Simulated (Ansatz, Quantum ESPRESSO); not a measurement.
# Conductance against width: vacuum gaps between two Mo(100) faces, part 3 of 4

Wanted: T at the Fermi level along a series, and its decay constant, for vacuum gaps between two Mo(100) faces.

Quantum ESPRESSO 7.5; plane-wave DFT, PBE, PseudoDojo norm-conserving pseudopotentials; cross-check by Ansatz 0.2.0 with PAW datasets.

So far. Step 2 (Ground state, 4.5 Å): The run needed 20 iterations to bring the estimated error under 1e-07 Ry; the largest force on any atom, held or free, is 1.21 eV/Å. Step 3 (Transmission with pwcond.x, 4.5 Å): The run is unpolarised; a magnetic state was not tried, may lie lower and would change T.

## 4. Cross-check with Ansatz, 4.5 Å

A second code with its own PAW datasets, on the same atoms.

Level of this step: plane-wave DFT, PBE, Ansatz PAW (Ansatz 0.2.0).

The input, input.yaml:

```yaml
crystal:
  lattice:
    - [3.16, 0.0, 0.0]
    - [0.0, 3.16, 0.0]
    - [0.0, 0.0, 34.52]
  atoms:
    - { symbol: Mo, position: [0.0, 0.0, 0.0] }
    - { symbol: Mo, position: [0.5, 0.5, 0.0457705678] }
    - { symbol: Mo, position: [0.0, 0.0, 0.0915411356] }
    - { symbol: Mo, position: [0.5, 0.5, 0.1373117034] }
    - { symbol: Mo, position: [0.0, 0.0, 0.1830822711] }
    - { symbol: Mo, position: [0.5, 0.5, 0.2288528389] }
    - { symbol: Mo, position: [0.0, 0.0, 0.2746234067] }
    - { symbol: Mo, position: [0.5, 0.5, 0.3203939745] }
    - { symbol: Mo, position: [0.0, 0.0, 0.3661645423] }
    - { symbol: Mo, position: [0.5, 0.5, 0.4119351101] }
    - { symbol: Mo, position: [0.0, 0.0, 0.5422943221] }
    - { symbol: Mo, position: [0.5, 0.5, 0.5880648899] }
    - { symbol: Mo, position: [0.0, 0.0, 0.6338354577] }
    - { symbol: Mo, position: [0.5, 0.5, 0.6796060255] }
    - { symbol: Mo, position: [0.0, 0.0, 0.7253765933] }
    - { symbol: Mo, position: [0.5, 0.5, 0.7711471611] }
    - { symbol: Mo, position: [0.0, 0.0, 0.8169177289] }
    - { symbol: Mo, position: [0.5, 0.5, 0.8626882966] }
    - { symbol: Mo, position: [0.0, 0.0, 0.9084588644] }
    - { symbol: Mo, position: [0.5, 0.5, 0.9542294322] }
kpoints:
  mp_grid: { grid: [8, 8, 1] }
hamiltonian:
  xc: pbe
scf:
  occupations: { method: fermi_dirac, width: 0.1 }
  convergence: { dr2_threshold: 1.0e-08 }
output:
  transmission: { leads: [[0, 2]], e_range: [-0.4, 0.4], de: 0.4, kmesh: [8, 8] }
  write_potential: true
  write_density: true
  volumetric_format: npy
  elf: true
```

Launch:

```bash
> ansatz run input.yaml --threads 4 --pin off --max-ram 10240MiB --backend cpu --events-out ev --progress --plain --runs-dir out
```

Numbers of over 12 decimals in the logs are rounded to 6 here.

The program printed:

```text
Engine: ansatz 0.2.0, aarch64-unknown-linux-gnu
Pseudopotentials: kind: paw
Pseudopotential: Mo, paw, valence charge 14, recommended cutoff 420 eV (normal), Mo.paw.azcp
Functional definition: PBE
  parameter kappa = 0.804
  parameter beta = 0.066725
  exchange = pbe_x(kappa = kappa, mu = beta*pi^2/3)
  correlation = pbe_c(beta = beta)
Crystal: 20 atoms, lattice volume = 344.703 Å³
Basis set: ecut = 420 eV, 6795 PW (Γ)
Bands: 168, of which v1, the nominal top of the filled ones, is band 140 counted from 1 (139 counted from 0)
Symmetry: 16 space group operations
Space group: P4/nmm (ITA 129), of the structure as read, at distance tolerance 7.0e-5 Å
k-points: 15 of 64
Non-local potential: Mo, projectors of the file, l = 0: 3, l = 1: 2, l = 2: 2, l = 3: 1
PAW form: soft (Blöchl's): semilocal exchange-correlation on the pseudo side does not see the compensation charge
PAW one-centre angular grid: Mo, 590 points (default); XC on 64 Gauss nodes
Initial density: superposition of atomic densities (neutral atoms: chi_scale 0, normalization atom), corrected by the library's trained network
Initial wavefunctions: pseudopotential atomic-orbital guess
Functional: x = pbe(κ = 0.804, μ = 0.219515), c = pbe(β = 0.066725)
SCF iter   1: F=—  HF=-99116.588783 eV  |F-HF|=—  |Δ(HF+E_count)|=         —  Δρ=6.55e-3  dr2=7.82e-1  ethr=1.77e-3  ⟨swp⟩=4.8  Hψ=8308  notcnv=0
preconditioner: auto → LDOS  [metal: Δε(μ)=0.014 eV  Ē_g=4.015 eV  σ=0.100 eV  W_gap=0.03  n_scr=104 (ndim 8)  ℏωp=21.9 eV  f_vac=0.048  D(μ)=16.08/eV (n_scr^D=158)  β→1.0]
SCF iter   2: F=—  HF=-99116.571197 eV  |F-HF|=—  |Δ(HF+E_count)|=   1.76e-2  Δρ=4.46e-3  dr2=1.76e-1  ethr=2.79e-4  ⟨swp⟩=1.9  Hψ=3437  notcnv=0
SCF iter   3: F=—  HF=-99116.555965 eV  |F-HF|=—  |Δ(HF+E_count)|=   1.52e-2  Δρ=1.45e-3  dr2=1.70e-2  ethr=6.30e-5  ⟨swp⟩=2.0  Hψ=3329  notcnv=0
SCF iter   4: F=—  HF=-99116.554463 eV  |F-HF|=—  |Δ(HF+E_count)|=   1.50e-3  Δρ=2.99e-4  dr2=7.57e-4  ethr=6.06e-6  ⟨swp⟩=2.0  Hψ=3307  notcnv=0
SCF iter   5: F=—  HF=-99116.554405 eV  |F-HF|=—  |Δ(HF+E_count)|=   5.76e-5  Δρ=9.72e-5  dr2=9.36e-5  ethr=2.70e-7  ⟨swp⟩=2.0  Hψ=3380  notcnv=0
SCF iter   6: F=—  HF=-99116.554410 eV  |F-HF|=—  |Δ(HF+E_count)|=   4.75e-6  Δρ=6.91e-5  dr2=3.91e-5  ethr=3.34e-8  ⟨swp⟩=2.0  Hψ=3309  notcnv=0
SCF iter   7: F=—  HF=-99116.554402 eV  |F-HF|=—  |Δ(HF+E_count)|=   8.16e-6  Δρ=1.44e-5  dr2=1.31e-6  ethr=1.40e-8  ⟨swp⟩=2.0  Hψ=3122  notcnv=0
SCF iter   8: F=—  HF=-99116.554836 eV  |F-HF|=—  |Δ(HF+E_count)|=   4.34e-4  Δρ=4.69e-6  dr2=1.60e-7  ethr=4.67e-10  ⟨swp⟩=2.0  Hψ=3444  notcnv=0
SCF iter   9: F=—  HF=-99116.554836 eV  |F-HF|=—  |Δ(HF+E_count)|=   1.92e-8  Δρ=2.27e-6  dr2=4.87e-8  ethr=5.70e-11  ⟨swp⟩=2.0  Hψ=3387  notcnv=0
SCF iter  10: F=-99116.554836 eV  HF=-99116.554836 eV  |F-HF|=5.86e-9  |Δ(HF+E_count)|=  8.00e-10  Δρ=6.13e-7  dr2=6.54e-9  ethr=3.57e-12  ⟨swp⟩=3.1  Hψ=6548  notcnv=0
SCF 1 converged in 10 iterations: F = -99116.554836 eV  dr2 = 6.54e-9
  greatest PAW one-centre occupation: 0.998 electrons in one spin orbital (limit 2), on the Mo atom at site 10 (counted from 0), in its partial waves of l = 0
transmission: 106 of 1050 steps passed
transmission: 210 of 1050 steps passed
[...]
transmission: 1050 of 1050 steps passed
SCF converged after 10 iterations
Free energy (F): -99116.554836 eV
Harris-Foulkes:  -99116.554836 eV  (|F-HF|=5.86e-9)
Internal energy: -99116.016481 eV  (E = F + TS)
E sigma→0 (E₀):  -99116.285659 eV
Entropy (-TS):   -0.538355 eV (-26.918 meV/atom)
Fermi energy:    18.766545 eV
--- Per-component energies (eV) ---
  E_band       = -1724.254186
  E_kinetic    = 8801.521101
  E_local      = -45486.427951  (includes V_loc(G=0)·N_el)
  E_nonlocal   = 2855.262589
  E_hartree    = 19776.469542
  E_xc         = -3662.345875
  E_vxc        = -4570.063122  (∫ρ·V_xc dr)
  E_paw        = -64024.212478  (= ΣΔE_a)
  E_vpaw       = -2877.473527  (= ΣTr[D̂ρ^β])
  E_aug_tail   = 0.000844  (compensation charges beyond the density's cutoff)
  E_ewald      = -17376.284253
  E_smearing   = -0.538355  (= −TS)
  E_closure    = 0.000000  (closes the sum)
  Σ components = -99116.554836   (vs F -99116.554836, Δ=0.00e0)
--- Band table (eV; the first three rows and the last of 15) ---
  k-point 0: bands = [... 136 lower, 18.0328, 18.1015, 18.2259, 18.2259, 18.2801, 18.4992, 18.4992, 18.5678, ... 24 higher]
  k-point 1: bands = [... 136 lower, 18.2748, 18.4387, 18.5476, 18.6173, 18.6455, 18.6769, 18.7358, 18.8088, ... 24 higher]
  k-point 2: bands = [... 136 lower, 18.1387, 18.4446, 18.5000, 18.8660, 18.9244, 18.9453, 19.0093, 19.0174, ... 24 higher]
  k-point 14: bands = [... 136 lower, 20.1110, 20.1110, 20.3361, 20.3361, 20.4522, 20.4522, 20.5140, 20.5140, ... 24 higher]
--- Transmission ---
  basis      : 89 plane waves across, 70 finite elements along
  points     : 15, standing for a mesh of 8 x 8
  energies   : 3 from -0.400000 to 0.400000 eV about the Fermi level, 0.400000 eV apart; the leads are filled to 0.000000 eV, and channels, transmission and decay are at 0.000000 eV
  crystal 0  : Mo2, at the sites [0, 2], period 3.1600 Å, over 31.60 Å; its Hamiltonian steps by up to 7.2 meV
    offset         : up to 0.0000 Å between an atom of the period and one for which it stands
    channels       : 1.781250e0 a spin
    conductance    : none, the energies end too early or step too widely for 300 K: set another output.transmission.e_range or a lower de, or, where they end at an eighth of basis.ecutwfc, a higher one
    slowest decay  : 0.0409 /Å at (0.3750, 0.3750)
  junction   : crystal 0 to crystal 0, -0.09 to 31.27 Å
    transmission   : 2.256455e-1 a spin
    conductance    : none, the energies end too early or step too widely for 300 K: set another output.transmission.e_range or a lower de, or, where they end at an eighth of basis.ecutwfc, a higher one
```

It took 25 s on 4 threads of Arm Neoverse V2, shared host; peak memory 1.6 GiB.

This step gave:

| Quantity | Value |
| --- | --- |
| free energy | -99116.5548 eV |
| energy at zero smearing | -99116.2857 eV |
| smearing term TS | 0.5384 eV |
| Fermi energy | 18.77 eV |
| symmetry operations | 16 |
| transmission at the Fermi level, one spin | 0.2256 |
| step of the lead's Hamiltonian over a period | 7.2 meV |

Per spin; mean over the k mesh across the current. The transmission, zone mean by energy, zero at the Fermi level:

```csv
energy (eV),"transmission, zone mean"
-0.400,0.257
0.000,0.226
0.400,0.320
```

Per spin; mean over the k mesh across the current. Open channels, zone mean against energy, zero at the Fermi level:

```csv
energy (eV),"open channels, zone mean"
-0.400,1.53
0.000,1.78
0.400,2.16
```

ELF in the ca plane at fractional y = 0.000, with atoms of Mo within 0.2 Å of it. It is the smooth field of the valence electrons, not physical close to the nuclei.

Values, 5 rows by 16 columns, each cell a mean:
```
0.65 0.32 0.33 0.65 0.36 0.36 0.20 0.10 0.20 0.66 0.41 0.31 0.60 0.47 0.32 0.54
0.26 0.38 0.38 0.25 0.34 0.36 0.23 0.14 0.17 0.29 0.34 0.40 0.27 0.31 0.43 0.28
0.31 0.42 0.43 0.29 0.40 0.34 0.24 0.16 0.24 0.29 0.39 0.40 0.34 0.40 0.40 0.37
0.38 0.35 0.35 0.38 0.33 0.37 0.22 0.13 0.16 0.42 0.34 0.38 0.36 0.33 0.42 0.34
0.61 0.32 0.32 0.61 0.37 0.36 0.20 0.09 0.22 0.61 0.43 0.28 0.58 0.49 0.27 0.54
```
Columns run along c (16.0 Å, from fractional 0.27 to 0.73 of the cell), rows up along a (3.2 Å). Atoms in or near the plane, at fractional coordinates: Mo at (0.27, 0.00), Mo at (0.37, 0.00), Mo at (0.54, 0.00), Mo at (0.63, 0.00), Mo at (0.73, 0.00).

Valence density in the ca plane at fractional y = 0.000, with atoms of Mo within 0.2 Å of it. It is the smooth field of the valence electrons, not physical close to the nuclei.

Ten even steps from '0' (0.0 e/Å³) to '9' (6.5 e/Å³), each cell a mean:
```
99510001698400000000000027983000038962000159
33200000233100000000000002431000013320000013
00000000000000000000000000000000000000000000
00000000000000000000000000000000000000000000
00000000000000000000000000000000000000000000
11000000111000000000000001110000001110000001
66410001476200000000000015752000026741000036
99610002799510000000000038993000049972000169
```
Columns run along c (16.0 Å, from fractional 0.27 to 0.73 of the cell), rows up along a (3.2 Å). Atoms in or near the plane, at fractional coordinates: Mo at (0.27, 0.00), Mo at (0.37, 0.00), Mo at (0.54, 0.00), Mo at (0.63, 0.00), Mo at (0.73, 0.00).

Ansatz finds T = 0.226 against pwcond's 0.275.

## 5. SCF with pw.x, 5.5 Å

Level of this step: plane-wave DFT, PBE, PseudoDojo norm-conserving pseudopotentials (Quantum ESPRESSO 7.5).

The input, j1.scf.in:

```
&control
  prefix = 'j1.scf'
  outdir = './out'
  pseudo_dir = './pseudo'
  calculation = 'scf'
  tprnfor = .true.
/
&system
  ibrav = 0
  nat = 20
  ntyp = 1
  ecutwfc = 72
  ecutrho = 288
  occupations = 'smearing'
  smearing = 'mv'
  degauss = 0.01
/
&electrons
  conv_thr = 1e-07
  mixing_beta = 0.25
  electron_maxstep = 120
  mixing_mode = 'local-TF'
/
ATOMIC_SPECIES
  Mo  95.9500  Mo.dojo-sr-pbe-0.4.1-standard.upf
CELL_PARAMETERS angstrom
  3.16000000000000 0.00000000000000 0.00000000000000
  0.00000000000000 3.16000000000000 0.00000000000000
  0.00000000000000 0.00000000000000 35.52000000000000
ATOMIC_POSITIONS crystal
  Mo  0.000000000000 0.000000000000 0.000000000000
  Mo  0.500000000000 0.500000000000 0.044481981982
  Mo  0.000000000000 0.000000000000 0.088963963964
  Mo  0.500000000000 0.500000000000 0.133445945946
  Mo  0.000000000000 0.000000000000 0.177927927928
  Mo  0.500000000000 0.500000000000 0.222409909910
  Mo  0.000000000000 0.000000000000 0.266891891892
  Mo  0.500000000000 0.500000000000 0.311373873874
  Mo  0.000000000000 0.000000000000 0.355855855856
  Mo  0.500000000000 0.500000000000 0.400337837838
  Mo  0.000000000000 0.000000000000 0.555180180180
  Mo  0.500000000000 0.500000000000 0.599662162162
  Mo  0.000000000000 0.000000000000 0.644144144144
  Mo  0.500000000000 0.500000000000 0.688626126126
  Mo  0.000000000000 0.000000000000 0.733108108108
  Mo  0.500000000000 0.500000000000 0.777590090090
  Mo  0.000000000000 0.000000000000 0.822072072072
  Mo  0.500000000000 0.500000000000 0.866554054054
  Mo  0.000000000000 0.000000000000 0.911036036036
  Mo  0.500000000000 0.500000000000 0.955518018018
K_POINTS automatic
  8 8 1 0 0 0
```

Launch:

```bash
> OMP_NUM_THREADS=1 mpirun -n 4 pw.x -nk 4 -in j1.scf.in > j1.scf.out
```

The program printed:

```text
[banner, memory and clock lines left out]
Program PWSCF v.7.5 starts
[...]
Message from routine setup:
[...]
number of electrons       =       280.00
     number of Kohn-Sham states=          168
     kinetic-energy cutoff     =      72.0000  Ry
     charge density cutoff     =     288.0000  Ry
[...]
number of k points=    15  Marzari-Vanderbilt smearing, width (Ry)=  0.0100
[...]
Dense  grid:   197199 G-vectors     FFT dimensions: (  36,  36, 375)
[...]
Starting wfcs are  200 randomized atomic wfcs
[...]
estimated scf accuracy    <      24.12694955 Ry
[...]
estimated scf accuracy    <       4.52485575 Ry
[...]
estimated scf accuracy    <       1.10197143 Ry
[...]
estimated scf accuracy    <       0.09761855 Ry
[...]
estimated scf accuracy    <       0.13561255 Ry
[...]
estimated scf accuracy    <       0.47906936 Ry
[...]
estimated scf accuracy    <       0.07678918 Ry
[...]
estimated scf accuracy    <       0.02808487 Ry
[...]
estimated scf accuracy    <       0.03629561 Ry
[...]
estimated scf accuracy    <       0.01688096 Ry
[...]
estimated scf accuracy    <       0.01256352 Ry
[...]
estimated scf accuracy    <       0.00066246 Ry
[...]
estimated scf accuracy    <       0.00074885 Ry
[...]
estimated scf accuracy    <       0.00034140 Ry
[...]
estimated scf accuracy    <       0.00001362 Ry
[...]
estimated scf accuracy    <       0.00000890 Ry
[...]
estimated scf accuracy    <       0.00000255 Ry
[...]
estimated scf accuracy    <       0.00000040 Ry
[...]
estimated scf accuracy    <       0.00000040 Ry
[...]
the Fermi energy is    18.3631 ev
!    total energy              =   -2810.80666162 Ry
     estimated scf accuracy    <       0.00000006 Ry
     smearing contrib. (-TS)   =       0.00079525 Ry
     internal energy E=F+TS    =   -2810.80745687 Ry
[...]
one-electron contribution =   -4168.47249947 Ry
     hartree contribution      =    2230.25327954 Ry
     xc contribution           =    -411.91263860 Ry
     ewald contribution        =    -460.67559834 Ry
     convergence has been achieved in  20 iterations
[...]
Total force =     0.108139     Total SCF correction =     0.002090
[...]
```

Run time: 13 min. Hardware: 4 MPI ranks; peak memory 3.3 GiB; 50 min of CPU time.

Numbers from this step:

- free energy: -38242.9729 eV
- Fermi energy: 18.36 eV

## 6. The open system, 5.5 Å

The input, j1.cond.in:

```
&inputcond
  outdir = './out'
  prefixt = 'j1.scf'
  tran_file = 'j1.cond.dat'
  bdl = 2.0000000000
  bds = 11.2405063291
  ikind = 1
  ewind = 4.0
  epsproj = 1e-05
  nz1 = 7
  energy0 = 0.4
  denergy = -0.4
/
15
  0.00000000 0.00000000 0.01562500
  0.00000000 0.12500000 0.06250000
  0.00000000 0.25000000 0.06250000
  0.00000000 0.37500000 0.06250000
  0.00000000 0.50000000 0.03125000
  0.12500000 0.12500000 0.06250000
  0.12500000 0.25000000 0.12500000
  0.12500000 0.37500000 0.12500000
  0.12500000 0.50000000 0.06250000
  0.25000000 0.25000000 0.06250000
  0.25000000 0.37500000 0.12500000
  0.25000000 0.50000000 0.06250000
  0.37500000 0.37500000 0.06250000
  0.37500000 0.50000000 0.06250000
  0.50000000 0.50000000 0.01562500
3
```

Launch:

```bash
> OMP_NUM_THREADS=1 mpirun -n 4 pwcond.x -in j1.cond.in > j1.cond.out
```

The program printed:

```text
[banner, memory and clock lines left out]
Program PWCOND v.7.5 starts
[citation notice left out]

[...]
./out/j1.scf.save/

     IMPORTANT: XC functional enforced from input :
     Exchange-correlation= PBE
                           (   1   4   3   4   0   0   0)
     Any further DFT definition will be discarded
     Please, verify this is what you really want

     Reading collected, re-writing distributed wavefunctions

===== INPUT FILE containing all the regions =====

     GEOMETRY:

     lattice parameter (alat)  =       5.9715  a.u.
[...]
-0.4600790  -0.0000000  -0.4000000
 Left moving states:
   k1(2pi/a)   k2(2pi/a)   E-Ef (eV)
   0.4600790  -0.0000000  -0.4000000
   0.4600790  -0.0000000  -0.4000000

 to transmit
 Band j to band i transmissions and reflections:
    j         i     |T_ij|^2    |R_ij|^2

    1 -->     1     0.00031     0.00612
    1 -->     2     0.00000     0.99357
   Total T_j, R_j =    0.00031  0.99969

    2 -->     1     0.00000     0.99357
    2 -->     2     0.00031     0.00612
   Total T_j, R_j =    0.00031  0.99969

E-Ef(ev), T(x2 spins) =   -0.4000000   0.0012288
   T_tot     0.40000      0.45697E+00
   T_tot     0.00000      0.29294E+00
   T_tot    -0.40000      0.24331E+00

[...]
```

Elapsed: 2.9 min, on 4 MPI ranks; peak memory 0.64 GiB; 12 min of CPU time.

Read from the output:

| Property | Result |
| --- | --- |
| transmission at the Fermi level, one spin | 0.1465 |
| conductance | 0.1465 G₀ |

Per spin; mean over the k mesh across the current. Table of transmission, zone mean by energy, zero at the Fermi level:

```csv
energy (eV),"transmission, zone mean"
-0.400,0.122
0.000,0.146
0.400,0.228
```

The run is unpolarised; a magnetic state was not tried, may lie lower and would change T.

T goes from 0.275 to 0.146, a factor of 1.9.

## 7. Cross-check with Ansatz, 5.5 Å

Level of this step: plane-wave DFT, PBE, Ansatz PAW (Ansatz 0.2.0).

input.yaml, the sections that differ from step 4:

```yaml
crystal:
  lattice:
    - [3.16, 0.0, 0.0]
    - [0.0, 3.16, 0.0]
    - [0.0, 0.0, 35.52]
  atoms:
    - { symbol: Mo, position: [0.0, 0.0, 0.0] }
    - { symbol: Mo, position: [0.5, 0.5, 0.044481982] }
    - { symbol: Mo, position: [0.0, 0.0, 0.088963964] }
    - { symbol: Mo, position: [0.5, 0.5, 0.1334459459] }
    - { symbol: Mo, position: [0.0, 0.0, 0.1779279279] }
    - { symbol: Mo, position: [0.5, 0.5, 0.2224099099] }
    - { symbol: Mo, position: [0.0, 0.0, 0.2668918919] }
    - { symbol: Mo, position: [0.5, 0.5, 0.3113738739] }
    - { symbol: Mo, position: [0.0, 0.0, 0.3558558559] }
    - { symbol: Mo, position: [0.5, 0.5, 0.4003378378] }
    - { symbol: Mo, position: [0.0, 0.0, 0.5551801802] }
    - { symbol: Mo, position: [0.5, 0.5, 0.5996621622] }
    - { symbol: Mo, position: [0.0, 0.0, 0.6441441441] }
    - { symbol: Mo, position: [0.5, 0.5, 0.6886261261] }
    - { symbol: Mo, position: [0.0, 0.0, 0.7331081081] }
    - { symbol: Mo, position: [0.5, 0.5, 0.7775900901] }
    - { symbol: Mo, position: [0.0, 0.0, 0.8220720721] }
    - { symbol: Mo, position: [0.5, 0.5, 0.8665540541] }
    - { symbol: Mo, position: [0.0, 0.0, 0.911036036] }
    - { symbol: Mo, position: [0.5, 0.5, 0.955518018] }
# kpoints, hamiltonian, scf, output: as in step 4
```

Launch:

```bash
> ansatz run input.yaml --threads 4 --pin off --max-ram 10240MiB --backend cpu --events-out ev --progress --plain --runs-dir out
```

The program printed:

```text
[...]
Crystal: 20 atoms, lattice volume = 354.689 Å³
Basis set: ecut = 420 eV, 6999 PW (Γ)
Bands: 168, of which v1, the nominal top of the filled ones, is band 140 counted from 1 (139 counted from 0)
Symmetry: 16 space group operations
[...]
k-points: 15 of 64
[...]
k-point 14: bands = [... 136 lower, 19.4920, 19.4920, 19.7028, 19.7028, 19.8268, 19.8268, 19.8885, 19.8885, ... 24 higher]
--- Transmission ---
  basis      : 89 plane waves across, 70 finite elements along
  points     : 15, standing for a mesh of 8 x 8
[...]
channels       : 1.781250e0 a spin
[...]
slowest decay  : 0.0396 /Å at (0.3750, 0.3750)
  junction   : crystal 0 to crystal 0, -0.09 to 32.27 Å
    transmission   : 1.447068e-1 a spin
[...]
[key lines of the parts left out:]
SCF converged after 10 iterations
Free energy (F): -99116.342993 eV
Fermi energy:    18.139534 eV
```

Wall time 25 s (4 threads); peak memory 1.7 GiB; 91 s of CPU time.

Numbers from this step:

- free energy: -99116.3430 eV
- energy at zero smearing: -99116.0735 eV
- smearing term TS: 0.5390 eV
- Fermi energy: 18.14 eV
- transmission at the Fermi level, one spin: 0.1447

Per spin; mean over the k mesh across the current. Table of transmission, zone mean by energy, zero at the Fermi level:

```csv
energy (eV),"transmission, zone mean"
-0.400,0.0581
0.000,0.145
0.400,0.209
```

Ansatz finds T = 0.145 against pwcond's 0.146.

[end of part 3 of 4]

[Logs are printed without paths, hosts, clocks, repeated set-up lines and the standing remarks that a program may print on its own settings, such as how far it seeks lower states.]

[Hosts, paths, dates, database ids (printed as entryN), source tags and the programs' standing remarks are cut or masked in the printed files.]

[Maps of the electrostatic potential energy from Ansatz leave out the sawtooth potential of an applied field or a dipole correction, so their vacuum need not be flat; planar profiles and work functions include it.]
